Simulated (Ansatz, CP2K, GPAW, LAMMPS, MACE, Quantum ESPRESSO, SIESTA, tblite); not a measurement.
# Codes compared on La2O3 with crystalline order left by the classical run (95 atoms)

Aim: run La2O3 with crystalline order left by the classical run (95 atoms) in several programs and set results and cost side by side. A plane-wave run serves as the reference.

Calculated with Ansatz 0.2.0; Kohn-Sham DFT, PBE, PAW, plane waves.

## Step 1: The structure

The cell holds 95 atoms: 38 La and 57 O. Its edges and angles: a = 12.168 Å, b = 12.168 Å, c = 12.168 Å, α = 90.0°, β = 90.0°, γ = 90.0°. 95 atoms (38 Nd, 57 O) placed at random at 6.31 g/cm³, melted at 5000 K for 10 ps at fixed volume with the Morse and Coulomb pair potential with partial charges (Pedone, Malavasi, Menziani, Cormack and Segre, J. Phys. Chem. B 110, 11780 (2006)). Quenched from 5000 K to 300 K at 20 K/ps and fixed volume, held 5 ps, then minimised at fixed cell. Then Nd was replaced by La and the cell scaled by 1.023 (the potential has no terms for the new elements, so the cell is a start for a DFT relaxation).

## Step 2: The reference run

The PAW files are the set soft_2.

input.yaml

```yaml
crystal:
  lattice:
    - [12.16777, 0.0, 0.0]
    - [0.0, 12.16777, 0.0]
    - [0.0, 0.0, 12.16777]
  atoms:
    - { symbol: La, position: [0.62796, 0.27172, 0.0745] }
    - { symbol: La, position: [0.37676, 0.04395, 0.19254] }
    - { symbol: La, position: [0.87403, 0.21804, 0.58166] }
    - { symbol: La, position: [0.8925, 0.13602, 0.86247] }
    [... 85 atom lines left out ...]
    - { symbol: O, position: [0.69964, 0.38794, 0.37668] }
    - { symbol: O, position: [0.48931, 0.86716, 0.17513] }
    - { symbol: O, position: [0.26617, 0.02152, 0.84365] }
    - { symbol: O, position: [0.51059, 0.17693, 0.76199] }
    - { symbol: O, position: [0.48736, 0.84481, 0.9293] }
    - { symbol: O, position: [0.1619, 0.33343, 0.28166] }
kpoints:
  mp_grid: { grid: [1, 1, 1] }
hamiltonian:
  xc: pbe
scf:
  occupations: { method: fermi_dirac, width: 0.05 }
output:
  forces: true
  eigenvalues: true
  populations: true
  stress: true
```

The run is started by

```
> ansatz run input.yaml --threads 8 --pin off --max-ram 15872MiB --backend cpu --events-out ev --progress --plain --runs-dir out
```

Numbers of over 12 decimals in the logs are rounded to 6 here.

Output:

```text
La: projections on atomic orbitals take those of the free atom [Kr 4d10] 4f0 5s2 5p6 5d1 6s2, of charge +0.00 (hamiltonian.pseudopotentials.projection_atoms); the dataset's partial waves leave at most 1.9e-5 of an orbital's norm unspanned inside its sphere
[...]
Pseudopotentials: kind: paw
Pseudopotential: La, paw, valence charge 11, recommended cutoff 420 eV (normal), La.paw.azcp
Pseudopotential: O, paw, valence charge 6, recommended cutoff 420 eV (normal), O.paw.azcp
[... 5 lines on functional and potentials left out ...]
Crystal: 95 atoms, lattice volume = 1801.495 Å³
Basis set: ecut = 420 eV, 35273 PW (Γ), exchange–correlation on 180×180×180 points (8 copies of the dense FFT grid, shifted against one another)
Bands: 475, of which v1, the nominal top of the filled ones, is band 380 counted from 1 (379 counted from 0)
Symmetry: 1 space group operations
Space group: P1 (ITA 1), of the structure as read, at distance tolerance 1.2e-4 Å
k-points: 1
[... 5 lines on functional and potentials left out ...]
Initial density: superposition of atomic densities (neutral atoms: chi_scale 0, normalization atom), corrected by the library's trained network
Initial wavefunctions: pseudopotential atomic-orbital guess
[...]
SCF iter   1: F=—  HF=-270017.749511 eV  |F-HF|=—  |Δ(HF+E_count)|=         —  Δρ=2.85e-3  dr2=1.52e-1  ethr=1.77e-3  ⟨swp⟩=5.0  Hψ=2174  notcnv=0
preconditioner: auto → Resta (q_TF=auto, 2.363 Å⁻¹)  ε∞=4.5  [insulator: Δε(μ)=3.128 eV  Ē_g=12.209 eV  σ=0.050 eV  W_gap=1.00  n_scr=388 (ndim 8)  ℏωp=22.9 eV  f_vac=0.079  D(μ)=0.00/eV (n_scr^D=0)  ε∞_Penn≈4.5]
[...]
SCF iter  10: F=—  HF=-270017.778998 eV  |F-HF|=—  |Δ(HF+E_count)|=   7.02e-7  Δρ=3.45e-6  dr2=2.31e-7  ethr=7.38e-11  ⟨swp⟩=2.0  Hψ=767  notcnv=0  defer=87
SCF iter  11: F=-270017.778998 eV  HF=-270017.778998 eV  |F-HF|=1.46e-9  |Δ(HF+E_count)|=   2.99e-8  Δρ=1.29e-6  dr2=3.63e-8  ethr=1.32e-11  ⟨swp⟩=22.0  Hψ=2680  notcnv=0
SCF 1 converged in 11 iterations: F = -270017.778998 eV  dr2 = 3.63e-8
[...]
SCF converged after 11 iterations
Free energy (F): -270017.778998 eV
Harris-Foulkes:  -270017.778998 eV  (|F-HF|=1.46e-9)
Internal energy: -270017.778998 eV  (E = F + TS)
E sigma→0 (E₀):  -270017.778998 eV
Fermi energy:    9.409074 eV
--- Per-component energies (eV) ---
[...]
Σ components = -270017.778998   (vs F -270017.778998, Δ=0.00e0)
--- Forces (eV/Å), atoms counted from 1 ---
  atom   1  La    -0.02371160    -0.55719485     0.31549321
  atom   2  La    -0.04536070     0.04996024    -0.03372345
  atom   3  La    -0.05610783     0.59122209    -0.04216185
  atom   4  La    -0.13110030     0.43109450     0.13524263
[...]
atom  95  O     -0.54553324    -0.43971802     0.19868879
  max |Σ_I F_I| component: 4.77e-5 eV/Å
--- Stress (GPa, compression-positive) ---
       -0.748605       0.469572      -0.407392
        0.469572      -1.730395       0.649873
       -0.407392       0.649873       2.689474
  P = ⅓ Tr σ = 0.0702 GPa (0.702 kbar)
--- Band table (eV) ---
  k-point 0: bands = ["-22.5036", "-22.4660", "-22.4566", "-22.4438", [... 459 levels ...], "12.5551", "12.5614", "12.5673", "12.5675", "12.5747", "12.5793", "12.5887", "12.6015", "12.6035", "12.6096", "12.6171", "12.6216"]
--- Löwdin populations: 95 sites ---
  site symbol       q [e]
     0     La     10.1685
     1     La      9.9880
     2     La     10.0819
[...]
94      O      6.6596
  spilling = 0.002412 (of n_electrons = 760.000000)
```

Elapsed: 24 s, on 8 threads of Arm Neoverse V2, shared host; peak memory 2.9 GiB.

Read from the output:

```yaml
free_energy: -270017.7790 eV
free_energy_per_atom: -2842.2924 eV/atom
scf_cycles: 11
pressure: 0.07016 GPa
r_m_s_force_component: 0.2629 eV/Å
longest_force: 0.8497 eV/Å
fermi_energy: 9.409 eV
spacing_of_highest_filled_and_lowest_empty_level: 3.123 eV
spilling_of_the_projection: 0.002412
```

Neighbours are counted within 3.19 Å (O-La).

Length of the force by element and coordination:

```
element  coordination  atoms  mean length of the force (eV/Å)  spread   least   most
     La           all     38                            0.439   0.160  0.0754  0.850
     La             4      1                            0.300       0   0.300  0.300
     La             5      6                            0.397   0.125   0.179  0.549
     La             6     26                            0.455   0.169  0.0754  0.850
     La             7      5                            0.432   0.139   0.271  0.632
      O           all     57                            0.424   0.142   0.190  0.797
      O             3      6                            0.450   0.185   0.228  0.728
      O             4     48                            0.421   0.138   0.190  0.797
      O             5      3                            0.418  0.0965   0.333  0.553
```

Löwdin charges by element and coordination (they lack the spilled electrons, 0.019 e an atom on average):

```
element  coordination  atoms  mean charge (e)  spread   least    most
     La           all     38            0.935  0.0499   0.812    1.05
     La             4      1            0.880       0   0.880   0.880
     La             5      6            0.939  0.0396   0.875   0.998
     La             6     26            0.924  0.0444   0.812    1.01
     La             7      5             1.00  0.0367   0.952    1.05
      O           all     57           -0.592  0.0297  -0.660  -0.528
      O             3      6           -0.582  0.0456  -0.660  -0.535
      O             4     48           -0.592  0.0274  -0.655  -0.528
      O             5      3           -0.607  0.0132  -0.616  -0.588
```

The levels nearest the highest filled one (over half full), pooled over k-points and spins:

```
level less the highest filled one (eV)  occupation
                                -0.190           2
                                -0.167           2
                                -0.158           2
                               -0.0812           2
                               -0.0503           2
                                     0           2
                                  3.12           0
                                  3.61           0
                                  3.68           0
                                  3.77           0
                                  3.80           0
                                  3.85           0
```

The run ends at a pressure of 0.07 GPa, with forces up to 0.85 eV/Å.

## Step 3: The ladder

The programs:
- CP2K 2026.2: Gaussian basis with GTH pseudopotentials and a plane-wave density; labels give functional, basis (MOLOPT sets; SR short-range, UZH the newer set with its own potentials), grid cutoff/relative cutoff and solver (OT: orbital transformation; TRS4, TC2, SIGN: linear-scaling purification with its sparsity filter), or its built-in tight binding.
- GPAW 26.7.0: PAW with atomic orbitals (LCAO), plane waves or a real-space grid of spacing h.
- MACE: machine-learned potential, published weights.
- Quantum ESPRESSO 7.5: plane waves; labels (QE) give functional, pseudopotential set and cutoffs of waves/density.
- SIESTA 5.4.2: numerical atomic orbitals, whose automatically made sets are far from complete, with PseudoDojo norm-conserving potentials that we converted to its format (checked against plane waves on the same files for H, C, O, Si, Ge and Ca alone); labels give functional, basis size, energy shift and mesh cutoff.
- tblite 0.8.0: extended tight binding, driven from Python.

All use the same cell and atoms; the electronic-structure runs use the same k-mesh, and an electronic temperature of 580 K (0.05 eV) where levels are smeared.

Differences are against the plane-wave reference, forces as r.m.s. over components; share is that over the reference's r.m.s. force, slope the least-squares factor from reference forces to these. Total energies of different programs have different zeros and aren't compared.

```
                                                 run  Δ force, r.m.s. (meV/Å)  share (%)   slope  Δ pressure (GPa)  Δ gap (eV)  cores  CPU time  memory (GiB)
                                           reference                        -          -       -                 -           -      8   2.9 min           2.9
        CP2K PBE, DZVP-MOLOPT-SR, 600/50 Ry, OT DIIS                     51.9       19.7   1.042              1.28     -0.0344      4    57 min           7.1
                        GPAW PBE, LCAO dzp, h 0.18 Å                     92.0       35.0   0.970                 -      0.0162      1    16 min           3.1
               GPAW PBE, LCAO dzp, h 0.22 Å (coarse)                      158       60.2   0.941                 -      0.0137      1    10 min           2.0
                         MACE MP-0b2 small potential                     56.9       21.7   0.929             -1.24           -      1     5.8 s          0.66
                        MACE MP-0b3 medium potential                     58.1       22.1   0.886             -1.31           -      1     7.2 s          0.97
                         MACE MPA-0 medium potential                     74.4       28.3   0.967            -0.822           -      1     7.3 s          0.97
            QE PBE, sssp-1.3.0-efficiency, 60/480 Ry                     11.7       4.45   1.003             0.289     -9.0e-4      4    83 min            13
 SIESTA PBE, DZ, shift 0.01 Ry, mesh 500 Ry (coarse)                      143       54.6   1.221            -0.347      -0.121      2   6.2 min           3.0
         SIESTA PBE, DZP, shift 0.01 Ry, mesh 500 Ry                      137       52.2   1.085              2.59      -0.133      4    12 min           4.4
 SIESTA PBE, SZ, shift 0.01 Ry, mesh 500 Ry (coarse)                      177       67.4   1.316             -4.30      -0.606      1   4.2 min           2.0
SIESTA PBE, SZP, shift 0.01 Ry, mesh 500 Ry (coarse)                      177       67.4   1.163              4.30      -0.388      2   8.8 min           3.5
                                    tblite IPEA1-xTB                      439        167  -0.170             0.145           -      1      20 s          0.14
```

Rows marked coarse were listed beforehand as settings not expected to be converged; some can still land near the reference.

Times of the machine-learned potentials are mostly Python's start and the loading of weights.

CPU time is summed over cores on a shared host, where runs went side by side, so it is rough. Symmetry, cutoffs, thresholds, outputs and thread counts weren't matched or tuned between programs; memory under MPI is the largest rank's times the ranks.

Runs without a result: tblite GFN2-xTB (not converged); CP2K GFN1-xTB, OT DIIS (not converged); CP2K PBE, DZVP-MOLOPT-SR, 600/50 Ry, TRS4 filter 1e-05, SCF 1e-06 (not converged, the SCF not settling); GPAW PBE, LCAO sz(dzp), h 0.18 Å (stopped at the start: ValueError: invalid literal for int() with base 10: 'b').

Mean charges by element (e), by run and scheme:

```
                                         run     scheme     La      O
                                   reference     Löwdin  +0.94  -0.59
CP2K PBE, DZVP-MOLOPT-SR, 600/50 Ry, OT DIIS   Mulliken  +1.15  -0.76
 SIESTA PBE, DZP, shift 0.01 Ry, mesh 500 Ry  Hirshfeld  +0.52  -0.35
                            tblite IPEA1-xTB   Mulliken  +0.74  -0.49
```

The reference's Löwdin charges lack the electrons that the projection spills, 0.019 e an atom on average.

Within one program, basis, potentials and functional, energies share a zero. Each run against its twin at the usual cutoff or grid and solver:

```
                         run                twin  Δ energy (meV/atom)  Δ force, r.m.s. (meV/Å)  CPU time over the twin's
GPAW PBE, LCAO dzp, h 0.22 Å  LCAO dzp, h 0.18 Å                  153                      131                      0.62
```

## Step 4: Summary of results

* reference r.m.s. force component: 0.263 eV/Å
* nearest in forces: QE PBE, sssp-1.3.0-efficiency, 60/480 Ry, 4.5 %
* farthest in forces: tblite IPEA1-xTB, 167 %
* cheapest electronic-structure run beside the reference: tblite IPEA1-xTB, 20 s of CPU time

What this shows: PBE on plane waves or a grid with other potentials, cutoffs or grids, coarse settings apart, differs from the reference by 4.5 % (QE PBE, sssp-1.3.0-efficiency, 60/480 Ry) of the r.m.s. force; this holds the reference's own error, so differences of a few per cent don't tell which side is nearer the exact PBE result (QE's 60 Ry are 816 eV, against the reference's 420 eV). The PBE runs in local orbitals, coarse settings apart, differ by 20 % (CP2K PBE, DZVP-MOLOPT-SR, 600/50 Ry, OT DIIS) to 52 % (SIESTA PBE, DZP, shift 0.01 Ry, mesh 500 Ry); basis, grid and potentials can all enter. Tight binding differs by 167 % (tblite IPEA1-xTB); it is another model, with fitted parameters of its own, and the xTB methods hold dispersion. Machine-learned potentials differ by 22 % (MACE MP-0b2 small potential) to 28 % (MACE MPA-0 medium potential); they were trained on other programs' data. IPEA1-xTB was fitted to ionisation energies and electron affinities, not to forces or charges. tblite IPEA1-xTB needed 136 SCF steps, so its time overstates the method's usual cost. Runs with settings chosen to be coarse differ by 55 % (SIESTA PBE, DZ, shift 0.01 Ry, mesh 500 Ry) to 67 % (SIESTA PBE, SZ, shift 0.01 Ry, mesh 500 Ry), their programs' other errors included. One electronic-structure run takes under half the reference's CPU time: tblite IPEA1-xTB, at 167 % in 20 s against 2.9 min, too far off to be of use. At the same functional, gaps differ from the reference's 3.12 eV by between -0.61 and +0.02 eV. In pressure, SIESTA PBE, SZ, shift 0.01 Ry, mesh 500 Ry misses by -4.3 GPa, at the same functional. Charges hang on model, scheme and program or settings: among these rows the mean for La runs from +0.52 to +1.15 e. In the reference: filled and empty levels are parted by 3.12 eV (at Γ alone); a semilocal functional tends to put such gaps too low. In a disordered cell it changes from sample to sample, and tail or defect levels can set it. In the reference: mean Löwdin charges: La +0.94, O -0.59 e. Periodic xTB results under one method name differ between programs and library versions. Machine-learned potentials mimic data converged in k, so the reference's own k-point error enters their differences. The quench rate of 20 K/ps is many orders above laboratory rates, so the cell is likely richer in defects and strain than a real sample. The network of bonds at the start is that of the classical potential that made the cell, and needn't be the one that DFT or experiment would give. The reference's stress is far from hydrostatic: its diagonal is -0.7, -1.7, 2.7 GPa, compression counted positive. The electronic-structure runs sample only Γ, in a cell whose shortest periodic width is 12 Å. Spin–orbit coupling is left out, which matters for the levels of the heavy elements.

[Also dropped from logs without a mark: logging warnings of Python, and SIESTA's first energy breakdown and zero terms.]

[Logs are printed without paths, hosts, clocks, repeated set-up lines and the standing remarks that a program may print on its own settings, such as how far it seeks lower states.]

[Hosts, paths, dates, database ids (printed as entryN), source tags and the programs' standing remarks are cut or masked in the printed files.]
